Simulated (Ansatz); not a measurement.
# GePbO3 (model cell, started as cubic perovskite with Ge in the octahedra): from the cell to its phonons, part 2 of 2

How does GePbO3 (model cell, started as cubic perovskite with Ge in the octahedra) vibrate, and is this structure a minimum?

Ansatz 0.2.0; DFT PBEsol, scalar-relativistic, plane waves, PAW.

So far. Step 4 (Tight relaxation): The forces vanish by symmetry and the pressure is -0.002 GPa, within the tolerances set. The cell now holds 11.33 Å³/atom. Step 5 (Modes at Γ): Before it was imposed, the acoustic sum rule was missed by 6.4e-5 eV/Å². Small misses are needed for a sound result but don't prove that mesh and cutoff are converged. The lowest optical mode is real, 47.5 cm⁻¹. The relaxed cell has a = 3.841 Å (conventional setting).

The structure was built from a prototype and need not be the compound's stable phase.

## 6. The dispersion

Stability and thermal properties need the whole zone. Linear response on a 4×4×4 q mesh gives force constants as far as a supercell of that size would.

File input.yaml:

```yaml
crystal:
  lattice:
    - [3.8406457686, 0.0, 0.0]
    - [0.0, 3.8406457686, 0.0]
    - [0.0, 0.0, 3.8406457686]
  atoms:
    - { symbol: Pb, position: [0.0, 0.0, 0.0] }
    - { symbol: Ge, position: [0.5, 0.5, 0.5] }
    - { symbol: O, position: [0.5, 0.5, 0.0] }
    - { symbol: O, position: [0.5, 0.0, 0.5] }
    - { symbol: O, position: [0.0, 0.5, 0.5] }
kpoints:
  mp_grid: { grid: [12, 12, 12] }
hamiltonian:
  xc: pbesol
scf:
  occupations: { method: methfessel_paxton, width: 0.2 }
output:
  eigenvalues: true
phonons:
  method: dfpt
  qmesh: [4, 4, 4]
  temperatures: { t_max: 1000, t_step: 50 }
  qpath:
    path:
      - [[0.0, 0.0, 0.0], [0.0, 0.5, 0.0], [0.5, 0.5, 0.0], [0.0, 0.0, 0.0], [0.5, 0.5, 0.5], [0.0, 0.5, 0.0]]
      - [[0.5, 0.5, 0.5], [0.5, 0.5, 0.0]]
    npoints: 10
```

Launch:

```console
$ ansatz run input.yaml --threads 8 --pin off --max-ram 14336MiB --backend cpu --events-out ev --progress --plain --runs-dir out
```

Numbers of over 12 decimals in the logs are rounded to 6 here.

Log:

```text
[...]
Crystal: 5 atoms, lattice volume = 56.652 Å³
Basis set: ecut = 420 eV, 1141 PW (Γ), exchange–correlation on 54×54×54 points (8 copies of the dense FFT grid, shifted against one another)
Bands: 28, of which v1, the nominal top of the filled ones, is band 23 counted from 1 (22 counted from 0)
Symmetry: 48 space group operations
k-points: 84 of 1728
[...]
SCF iter   1: F=—  HF=-17690.361048 eV  |F-HF|=—  |Δ(HF+E_count)|=         —  Δρ=1.64e-2  dr2=1.26e-1  ethr=1.77e-3  ⟨swp⟩=5.9  Hψ=10785  notcnv=0
[...]
SCF iter  10: F=-17690.325423 eV  HF=-17690.325423 eV  |F-HF|=3.64e-12  |Δ(HF+E_count)|=  7.28e-12  S|Δr|=    0.00e0  Δρ=1.00e-7  dr2=4.82e-12  ethr=1.00e-12  ⟨swp⟩=10.4  Hψ=12353  notcnv=0
SCF 1 converged in 10 iterations: F = -17690.325423 eV  dr2 = 4.82e-12
[...]
SCF iter   1: F=—  HF=-17690.325423 eV  |F-HF|=—  |Δ(HF+E_count)|=         —  Δρ=1.44e-7  dr2=1.01e-11  ethr=7.32e-9  ⟨swp⟩=3.6  Hψ=18329  notcnv=0
eigensolver tolerance schedule: the retry pair's looser diagonalisation over-reported the residual by 333665.14 of it (diagonalisation noise at 3.71 of the residual, at the tolerance the schedule requests for it); recorded, not acted on — ethr = c·dr2/N_el stays at c = 1.0e-1
[...]
SCF iter   2: F=-17690.325423 eV  HF=-17690.325423 eV  |F-HF|=7.28e-12  |Δ(HF+E_count)|=   6.01e-8  S|Δr|=    0.00e0  Δρ=7.85e-8  dr2=2.58e-12  ethr=1.00e-12  ⟨swp⟩=4.1  Hψ=9858  notcnv=0
SCF 2 converged in 2 iterations: F = -17690.325423 eV  dr2 = 2.58e-12
phonons: the bands overlap, so this run is a metal and interpolates without the dipole-dipole term. If the crystal is really an insulator or semiconductor, its LO-TO splitting is missing
NSCF: frozen V_eff on 84 k-points
[...]
DFPT response loops at q = (0, 0, 0) (fractional): preconditioner auto → Kerker (q_TF=auto, 2.635 Å⁻¹) (partly filled bands, converged f_vac=0.000); β = 1.00, the filter's whole step (`scf.mixing.beta` (0.50) is not read by the response loops under this deck's `scf.mixing.preconditioner`; to damp them name `kerker` or `kerker_dos`, under which they read `scf.mixing.beta`, and type it under 1.00, their step now; both keys bind the ground state too); Broyden in place of MSR1
[...]
SCF converged after 10 iterations
[...]
Free energy (F): -17690.325423 eV
[...]
Internal energy: -17690.329076 eV  (E = F + TS)
E sigma→0 (E₀):  -17690.326337 eV
Entropy (-TS):   0.003653 eV (0.731 meV/atom)
Fermi energy:    11.510894 eV
[...]
--- Band table (eV; the first three rows and the last of 84) ---
  k-point 0: bands = [... 19 lower, 9.7280, 9.8920, 9.8920, 9.8920, 11.1411, 19.8777, 19.8777, 19.8777, ... 1 higher]
  k-point 1: bands = [... 19 lower, 9.6975, 9.8768, 9.8857, 9.8857, 11.5571, 19.2859, 19.7429, 19.7429, ... 1 higher]
  k-point 2: bands = [... 19 lower, 9.5580, 9.8345, 9.9197, 9.9197, 12.4124, 18.1920, 19.4153, 19.4153, ... 1 higher]
  k-point 83: bands = [... 19 lower, 9.5513, 11.1607, 11.1607, 11.1607, 18.2848, 18.2848, 18.2848, 18.8805, ... 1 higher]
--- Phonons (Γ-DFPT): 4 representative perturbations + reference (Σ response iterations 13) ---
  ASR residual: 6.416e-5 → 0.000e0 eV/Å²; symmetrization residual: 2.057e-6 eV/Å²
  ASR residual per site (eV/Å²): 3.25e-5 6.42e-5 4.75e-6 4.75e-6 4.75e-6
[...]
--- Phonons (arbitrary-q DFPT): 10 irreducible q on the 4×4×4 mesh ---
  q = [0.0000, 0.0000, 0.0000] (star 1, of the zone-centre solve; hermiticity 2.64e-7, symmetrization 3.30e-12): -0.00 0.00 0.00 47.52 47.52 47.52 202.97 202.97 202.97 271.01 271.01 271.01 557.29 557.29 557.29
  q = [0.0000, 0.0000, 0.2500] (star 6, 9 solved perturbations in 4536 linear systems a pass and spin channel, the states on 588 of 1728 k-point pairs; hermiticity 1.96e-7, symmetrization 6.97e-13): 43.85 43.85 93.54 129.67 129.67 198.66 217.60 217.60 278.31 278.31 281.03 421.16 562.18 562.18 635.98
[...]
q = [0.0000, 0.2500, -0.5000] (star 12, 15 solved perturbations on 588 of 1728 k-point pairs; hermiticity 3.36e-7, symmetrization 1.73e-13): 56.83 58.60 86.20 165.97 177.53 218.85 254.59 279.14 285.17 285.49 315.88 438.32 456.26 570.07 685.73
[...]
sum rule: each row above includes the acoustic sum rule's correction from the zone centre's row sums; it moved no ω² by more than (0.49 cm⁻¹)²
  mesh force constants: q→R imaginary residual 2.27e-18; ASR residual 6.416e-5 → 0.000e0 eV/Å²; symmetrization residual 2.487e-14 eV/Å²
  interpolated dispersion: 62 rows × 15 modes
  density of states and harmonic sums: on the 16×16×16 q-mesh, interpolated from the force constants of a 4×4×4 supercell (no non-analytic term)
  largest difference from the sums on the solved wave vectors: F 9.51e-3 eV, S 1.35e-5 and C_V 3.98e-6 eV/K
  zero-point energy: 0.260445 eV/cell   skipped modes (ω ≤ 0): 3   left out of the sums: 4.88e-5 of the cell's modes: C_V's classical limit lies that fraction below 3 k_B per atom; for a crystal, a wire or a layer, F and S can be off by more, and a phonons.interpolated_qmesh denser along its periods is the remedy for the sampling
```

The job ended after 25 min (8 threads of Intel Xeon at 2.70GHz, shared host; peak memory 6.6 GiB).

This step gave:

* sum-rule residual before enforcement: 6.42e-5 eV/Å²
* lowest frequency on the path: 0 cm⁻¹
* highest frequency on the path or at a solved wavevector: 737 cm⁻¹
* mean frequency: 280.1 cm⁻¹
* Debye temperature (second moment): 617 K
* logarithmic mean frequency: 218.1 cm⁻¹
* lowest mode on the q mesh (acoustic modes at Γ apart): 43.85 cm⁻¹
* zero-point energy per atom: 52.09 meV
* heat capacity at 300 K: 20.85 J/(mol atoms K)
* vibrational entropy at 300 K: 26.13 J/(mol atoms K)

Frequencies (cm⁻¹) solved at each irreducible wavevector; negative means imaginary. Frequencies by wavevector, by row:

| q in reciprocal lattice units | star | mode 1 | mode 2 | mode 3 | mode 4 | mode 13 | mode 14 | mode 15 |
| --- | --- | --- | --- | --- | --- | --- | --- | --- |
| 0 0 0 | 1 | 0 | 0 | 0 | 47.5 | 557.3 | 557.3 | 557.3 |
| 0 0 0.25 | 6 | 43.9 | 43.9 | 93.5 | 129.7 | 562.2 | 562.2 | 636 |
| 0 0 -0.5 | 3 | 56.1 | 56.1 | 122.8 | 162.3 | 567.1 | 567.1 | 635.1 |
| 0 0.25 0.25 | 12 | 44.8 | 52.6 | 92.2 | 119.9 | 488.7 | 566.1 | 679.5 |
| 0 0.25 -0.5 | 12 | 56.8 | 58.6 | 86.2 | 166 | 456.3 | 570.1 | 685.7 |
| 0 -0.5 -0.5 | 3 | 58 | 58 | 60.2 | 82 | 429.3 | 572.9 | 701.9 |
| 0.25 0.25 0.25 | 8 | 56 | 56 | 76.7 | 150.1 | 489.7 | 489.7 | 707.7 |
| 0.25 0.25 -0.5 | 12 | 60.3 | 65.2 | 72.8 | 166 | 436.4 | 492.1 | 715.4 |
| 0.25 -0.5 -0.5 | 6 | 65.8 | 65.8 | 68.1 | 68.3 | 387.5 | 472.2 | 726.9 |
| -0.5 -0.5 -0.5 | 1 | 48.3 | 48.3 | 48.3 | 72.5 | 341.8 | 341.8 | 737 |

Interpolated from a 4×4×4 q mesh. Phonon branches along the path, in cm⁻¹:

| point | branch 1 | branch 2 | branch 3 | branch 4 | branch 12 | branch 13 | branch 14 | branch 15 |
| --- | --- | --- | --- | --- | --- | --- | --- | --- |
| Γ | 0 | 0 | 0 | 48 | 271 | 557 | 557 | 557 |
| halfway | 44 | 44 | 94 | 130 | 421 | 562 | 562 | 636 |
| X | 56 | 56 | 123 | 162 | 447 | 567 | 567 | 635 |
| halfway | 57 | 59 | 86 | 166 | 438 | 456 | 570 | 686 |
| M | 58 | 58 | 60 | 82 | 353 | 429 | 573 | 702 |
| halfway | 45 | 53 | 92 | 120 | 438 | 489 | 566 | 680 |
| Γ | 0 | 0 | 0 | 48 | 271 | 557 | 557 | 557 |
| halfway | 56 | 56 | 77 | 150 | 427 | 490 | 490 | 708 |
| R | 48 | 48 | 48 | 72 | 325 | 342 | 342 | 737 |
| halfway | 60 | 65 | 73 | 166 | 414 | 436 | 492 | 715 |
| X | 56 | 56 | 123 | 162 | 447 | 567 | 567 | 635 |
| jump to R | 48 | 48 | 48 | 72 | 325 | 342 | 342 | 737 |
| halfway | 66 | 66 | 68 | 68 | 347 | 388 | 472 | 727 |
| M | 58 | 58 | 60 | 82 | 353 | 429 | 573 | 702 |

Tetrahedra on a 16×16×16 mesh, mean over bins of 10 cm-1. Interpolated from a 4×4×4 q mesh. Phonon density of states against wavenumber; read off at these points:

| wavenumber (cm⁻¹) | phonon density of states (1/cm⁻¹/cell) |
| --- | --- |
| 5 | 3.0e-5 |
| 35 | 0.00873 |
| 55 | 0.0958 |
| 85 | 0.0353 |
| 105 | 0.0134 |
| 135 | 0.0218 |
| 155 | 0.0216 |
| 185 | 0.0331 |
| 205 | 0.0214 |
| 225 | 0.0485 |
| 235 | 0.0372 |
| 255 | 0.0338 |
| 285 | 0.0464 |
| 305 | 0.0668 |
| 315 | 0.0715 |
| 335 | 7.0e-4 |
| 355 | 0.00386 |
| 385 | 0.00781 |
| 405 | 0.0112 |
| 435 | 0.0409 |
| 455 | 0.00729 |
| 485 | 0.00825 |
| 505 | 0.00903 |
| 535 | 0.0124 |
| 555 | 0.0251 |
| 585 | 4.3e-4 |
| 605 | 6.9e-4 |
| 635 | 0.0014 |
| 655 | 0.00509 |
| 685 | 0.0122 |
| 705 | 0.0163 |
| 735 | 0.00413 |

The partial phonon density of states has structure finer than the step of the table below, so its rows give means over 25 cm⁻¹, whole bins alone (the curve runs from -10 to 769 cm⁻¹). Peaks (cm⁻¹: height): Ge 185.9: 0.0168, 239.8: 0.0175, 264.3: 0.0203, 283.8: 0.0175, 308.3: 0.0170, 435.7: 0.00363; O 127.1: 0.0188, 190.8: 0.0182, 225.1: 0.0258, 313.2: 0.0511, 435.7: 0.0331, 558.1: 0.0272, 700.1: 0.0162; Pb 58.6: 0.0842.

Phonopy on the run's constants, 15x15x15 mesh, Gaussian sigma 5.6 cm-1. Interpolated from a 4×4×4 q mesh. Partial phonon density of states against wavenumber; means over each step; values in 1/cm⁻¹/cell:

| wavenumber (cm⁻¹) | Ge | O | Pb |
| --- | --- | --- | --- |
| 25 | 3.6e-4 | 2.0e-4 | 0.00415 |
| 50 | 0.00174 | 0.00122 | 0.0557 |
| 75 | 0.00185 | 0.00293 | 0.0423 |
| 100 | 0.00146 | 0.00697 | 0.0110 |
| 125 | 0.00243 | 0.0146 | 0.00127 |
| 150 | 0.00611 | 0.0153 | 4.6e-4 |
| 175 | 0.0144 | 0.0140 | 4.0e-4 |
| 200 | 0.0132 | 0.0141 | 4.1e-4 |
| 225 | 0.0156 | 0.0229 | 7.5e-4 |
| 250 | 0.0150 | 0.0192 | 6.2e-4 |
| 275 | 0.0160 | 0.0247 | 8.2e-4 |
| 300 | 0.0156 | 0.0439 | 7.9e-4 |
| 325 | 0.00973 | 0.0278 | 7.3e-4 |
| 350 | 1.9e-4 | 0.00301 | 1.7e-5 |
| 375 | 2.6e-4 | 0.00630 | 2.8e-5 |
| 400 | 5.1e-4 | 0.00973 | 5.7e-5 |
| 425 | 0.00194 | 0.0230 | 1.5e-4 |
| 450 | 0.00143 | 0.0156 | 8.0e-5 |
| 475 | 2.2e-5 | 0.00764 | 1.2e-5 |
| 500 | 6.4e-5 | 0.00903 | 1.2e-5 |
| 525 | 1.6e-4 | 0.0108 | 1.2e-5 |
| 550 | 4.4e-4 | 0.0193 | 9.1e-6 |
| 575 | 2.3e-4 | 0.00940 | 1.0e-7 |
| 600 | 2.7e-5 | 6.0e-4 | 0 |
| 625 | 6.0e-5 | 0.00111 | 3.3e-6 |
| 650 | 1.8e-4 | 0.00375 | 2.1e-5 |
| 675 | 3.7e-4 | 0.00898 | 3.9e-5 |
| 700 | 4.0e-4 | 0.0147 | 2.6e-5 |
| 725 | 1.5e-4 | 0.00866 | 3.9e-6 |
| 750 | 4.5e-6 | 5.7e-4 | 0 |

Harmonic thermodynamic functions per atom, from the density of states. Interpolated from a 4×4×4 q mesh. Thermodynamic functions, by row:

| T (K) | F_vib (meV/atom) | S (J/mol-atom/K) | C_V (J/mol-atom/K) |
| --- | --- | --- | --- |
| 0 | 52.09 | 0 | 0 |
| 50 | 51.54 | 3.176 | 5.098 |
| 100 | 48.53 | 8.444 | 10.63 |
| 200 | 34.52 | 18.29 | 17.67 |
| 300 | 11.34 | 26.13 | 20.85 |
| 400 | -19.09 | 32.37 | 22.39 |
| 500 | -55.36 | 37.46 | 23.22 |
| 600 | -96.47 | 41.74 | 23.71 |
| 700 | -141.7 | 45.42 | 24.02 |
| 800 | -190.5 | 48.65 | 24.23 |
| 900 | -242.4 | 51.51 | 24.37 |
| 1000 | -297.1 | 54.08 | 24.48 |

Harmonic mean-square displacement, third of the trace. Interpolated from a 4×4×4 q mesh. Mean square displacements, by row:

| T (K) | Pb1 U_eq (Å²) | Ge2 U_eq (Å²) | O3 U_eq (Å²) | O4 U_eq (Å²) | O5 U_eq (Å²) |
| --- | --- | --- | --- | --- | --- |
| 0 | 0.00131 | 0.00112 | 0.00382 | 0.00382 | 0.00382 |
| 100 | 0.00341 | 0.00151 | 0.00461 | 0.00461 | 0.00461 |
| 300 | 0.00971 | 0.00332 | 0.00905 | 0.00905 | 0.00905 |
| 600 | 0.01933 | 0.00637 | 0.01691 | 0.01691 | 0.01691 |

Symmetry leaves 10 wavevectors to solve. The lowest mode among them, the acoustic zeros apart, lies at q = (0, 0, 0.25) and is real, 43.9 cm⁻¹.

## 7. What came out

```yaml
space_group_after_relaxation_within_0p01_a: Pm-3m
volume_per_atom: 11.3 Å³
electronic_character: no gap on this mesh
highest_optical_mode_at_the_zone_centre_no_lo_to_term: 557 cm⁻¹
lowest_optical_zone_centre_mode: 47.5 cm⁻¹
lowest_mode_on_the_q_mesh_acoustic_modes_at_gamma_apart: 43.9 cm⁻¹
highest_frequency_on_the_path_or_at_a_solved_wavevector: 737 cm⁻¹
zero_point_energy_per_atom: 52.1 meV
heat_capacity_at_300_k: 20.9 J/(mol atoms K)
vibrational_entropy_at_300_k: 26.1 J/(mol atoms K)
debye_temperature_second_moment: 617 K
imaginary_modes_on_the_4x4x4_q_mesh: none
```

What this shows: The structure is a minimum as far as tested: no mode is imaginary at the 10 irreducible wavevectors of the 4×4×4 mesh, and the softest away from the acoustic zeros lies at 44 cm⁻¹. The optical modes at Γ span 48 to 557 cm⁻¹. The highest mode in this list at Γ, 557.3 cm⁻¹, is mostly motion of O (96 % of the kinetic energy). With no gap, or one that is small against the smearing, the frequencies hang on the k mesh and the smearing, most of all near Kohn anomalies. A semilocal functional can close a gap that the real compound would have, so the metallic treatment may be an artefact of the level. Spin-orbit coupling is left out, which can matter for the heavy elements here. A phonon run warned that its eigensolver left some bands unconverged in a pass. The starting cell was built on a prototype and not taken from a measurement, so the phase need not exist. These are harmonic frequencies at zero temperature: anharmonic shifts, linewidths and thermal expansion are left out.

[Logs are printed without paths, hosts, clocks, repeated set-up lines and the standing remarks that a program may print on its own settings, such as how far it seeks lower states.]

[Hosts, paths, dates, database ids (printed as entryN), source tags and the programs' standing remarks are cut or masked in the printed files.]
